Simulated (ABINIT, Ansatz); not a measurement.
## A GW run on TlAsF6 (R-3) in ABINIT, with inputs changed

Aim: change inputs of a GW run on TlAsF6 (R-3) and see what moves.

Program: ABINIT 10.8.3. Level of theory: PBEsol and many-body steps on it, plane waves. Results are calculated unless marked as measured.

Report form: the programs' logs are mostly left out.

## 1. The structure

Symmetry: R-3, No. 148, trigonal system. The conventional cell has a = 7.441 Å, b = 7.441 Å, c = 7.448 Å, α = 90.00°, β = 90.00°, γ = 120.00°. Tl has 6 F at 2.95 Å nearest. Nearest to As lie 6 F at 1.75 Å. F has 1 As at 1.75 Å nearest. Farther neighbours and most contacts between anions are not listed.

As a file:

```cif
data_structure
_symmetry_space_group_name_H-M 'R-3:H'
_symmetry_Int_Tables_number 148
_cell_length_a 7.4414
_cell_length_b 7.4414
_cell_length_c 7.4482
_cell_angle_alpha 90.000
_cell_angle_beta 90.000
_cell_angle_gamma 120.000
_cell_volume 357.19
loop_
_atom_site_label
_atom_site_type_symbol
_atom_site_symmetry_multiplicity
_atom_site_Wyckoff_symbol
_atom_site_fract_x
_atom_site_fract_y
_atom_site_fract_z
_atom_site_occupancy
Tl1 Tl 3 a 0.00000 0.00000 0.00000 1
As1 As 3 b 0.00000 0.00000 0.50000 1
F1 F 18 f 0.06119 0.21382 0.63686 1
```

The cell and positions are those that the Materials Project relaxed with its own functionals (PBE, PBE+U or r2SCAN), kept fixed. Spin-orbit coupling is left out unless a step names it.

## 2. Screening, 2×2×2 mesh, 187 bands, screening to 141.5 eV

This step: ABINIT 10.8.3; RPA screening on PBEsol, plane waves, norm-conserving pseudopotentials.

The RPA dielectric matrix is built and inverted for each q.

The input, run.abi:

```
acell 3*1.0 Angstrom
rprim 
  3.720723898783 2.148160944528 2.482723275713
  -3.720723898783 2.148160944528 2.482723275713
  0.000000000000 -4.296321889101 2.482723275674
ntypat 3
znucl 81 33 9
natom 8
typat 1 2 3 3 3 3 3 3
xred 
  0.000000000000 0.000000000000 0.000000000000
  0.500000000000 0.500000000000 0.500000000000
  0.698048100000 0.789498230000 0.423038160000
  0.789498230000 0.423038160000 0.698048100000
  0.210501770000 0.576961840000 0.301951900000
  0.423038160000 0.698048100000 0.789498230000
  0.576961840000 0.301951900000 0.210501770000
  0.301951900000 0.210501770000 0.576961840000
pp_dirpath "pseudos"
pseudos "Tl.upf, As.upf, F.upf"
ecut 44
ngkpt 2 2 2
nshiftk 1
shiftk 0 0 0
kptopt 1
chksymbreak 0
istwfk *1
occopt 1
irdwfk 1
optdriver 3
nband 187
ecuteps 5.2
inclvkb 2
awtr 1
symchi 1
indata_prefix "in"
outdata_prefix "out"
tmpdata_prefix "tmp"
```

Command:

```console
OMP_NUM_THREADS=1 mpirun -n 8 abinit run.abi > log
```

Elapsed: 1.9 min, on 8 MPI ranks of Arm Neoverse N1, shared host; peak memory 3.6 GiB; 15 min of CPU time.

Numbers from this step:

| Property | Result |
| --- | --- |
| ε∞ with local fields, on this mesh, along the program's q direction | 2.461 |
| the same without local fields | 2.883 |
| plasma frequency | 31.56 eV |
| plane waves in the screening matrix | 467 |

Local fields lower ε∞ by 15 %. On a Γ-centred mesh this coarse the value itself is usually too large, while a short band sum pulls it down.

## 3. Base

The self-energy is evaluated for the states that the input lists, and the levels follow from it, in one-shot runs by the linearised quasiparticle equation.

This step: G0W0 on PBEsol, plane waves, norm-conserving pseudopotentials.

Changes to run.abi since step 2:

```diff
@@ -29,8 +29,19 @@
 irdwfk 1
-optdriver 3
+optdriver 4
 nband 187
+gwcalctyp 0
+ecutsigx 44
+symsigma 1
+nkptgw 3
+kptgw 
+  0.5000000000 0.5000000000 0.0000000000
+  0.5000000000 0.0000000000 0.0000000000
+  0.0000000000 0.0000000000 0.0000000000
+bdgw 
+  42 45
+  42 45
+  41 45
 ecuteps 5.2
-inclvkb 2
-awtr 1
-symchi 1
+irdscr 1
+ppmodel 1
 indata_prefix "in"
```

It took 47 s on 8 MPI ranks; peak memory 2.4 GiB; 6.3 min of CPU time.

This step gave:

| Quantity | Value |
| --- | --- |
| G0W0 gap on the points computed | 8.563 eV |
| starting gap on the mesh | 4.749 eV |
| k of the valence top | 0.5, 0.5, 0 |
| k of the conduction bottom | 0.5, 0, 0 |
| Z at the valence top | 0.852 |
| Z at the conduction bottom | 0.857 |
| least direct G0W0 gap on the computed points | 8.586 eV |

The gap on the mesh goes from 4.75 eV to 8.56 eV, a correction of +3.81 eV.

## 4. Smaller part of the screening matrix

Changes to run.abi since step 3:

```diff
@@ -43,3 +43,3 @@
   41 45
-ecuteps 5.2
+ecuteps 2.6
 irdscr 1
```

The job ended after 15 s (8 MPI ranks; peak memory 2 GiB; 2 min of CPU time).

Numbers from this step:

| Property | Result |
| --- | --- |
| G0W0 gap on the points computed | 8.56 eV |
| starting gap on the mesh | 4.749 eV |
| k of the valence top | 0.5, 0.5, 0 |
| k of the conduction bottom | 0.5, 0, 0 |
| Z at the valence top | 0.86 |
| Z at the conduction bottom | 0.867 |
| least direct G0W0 gap on the computed points | 8.612 eV |

## 5. Side by side

Times are wall times on 8 MPI ranks of Arm Neoverse N1, shared host, good to a factor of about two. A run's time includes the screening step that it read.

| run | mesh | bands | screening cutoff (eV) | DFT gap (eV) | gap on the mesh (eV) | direct (eV) | ε∞ used | time |
| --- | --- | --- | --- | --- | --- | --- | --- | --- |
| base | 2×2×2 | 187 | 141.5 | 4.749 | 8.563 | 8.586 | 2.46 | 2.7 min |
| smaller part of the screening matrix | 2×2×2 | 187 | 70.7 | 4.749 | 8.560 | 8.612 | 2.46 | 2.2 min |

## 6. Results

| Quantity | Value |
| --- | --- |
| base | 8.563 eV |
| smaller part of the screening matrix | 8.560 eV |
| known limits | not at the basis limit; no spin-orbit coupling; coarse k mesh |

Smaller part of the screening matrix: −0.003 eV against base (keys changed: ecuteps). Bands and cutoff are finite, so the gap is not at the basis limit. The miss can reach some tenths of an eV and take either sign; the mesh is an error of its own. In the G0W0 runs levels were corrected at 3 k points alone, so a gap called «on the mesh» is the least over those, and an edge elsewhere would be missed. A denser mesh or path gives a starting gap of 4.67 eV: the GW mesh misses a band edge, so its gaps are not the fundamental one. The 2×2×2 mesh is coarse for this cell, which bears on the long-range parts of exchange and screening. Where an edge is built on 6p states of lead, bismuth or thallium, scalar-relativistic gaps usually stand too wide, by a few tenths to over one eV. The many-body steps are scalar-relativistic: spin-orbit coupling is not in them.

[Paths, hosts, dates, memory and timing lines, banners, echoed tables and standing remarks are left out of the program output.]

[Logs are printed without paths, hosts, clocks, repeated set-up lines and the standing remarks that a program may print on its own settings, such as how far it seeks lower states.]

[Runs of the session that timed out or met a known fault of the program may be left out.]

[Hosts, paths, dates, database ids (printed as entryN), source tags and the programs' standing remarks are cut or masked in the printed files.]

[G0W0 gaps are taken among the corrected bands and points alone; a level outside them can change the order at an edge.]

[Where Ansatz stands beside ABINIT at settings called matched, ABINIT's density can come from a denser mesh and the files from another edition; pairs whose starting gaps differed by over 0.03 eV were left out, so agreement reads better than it is.]
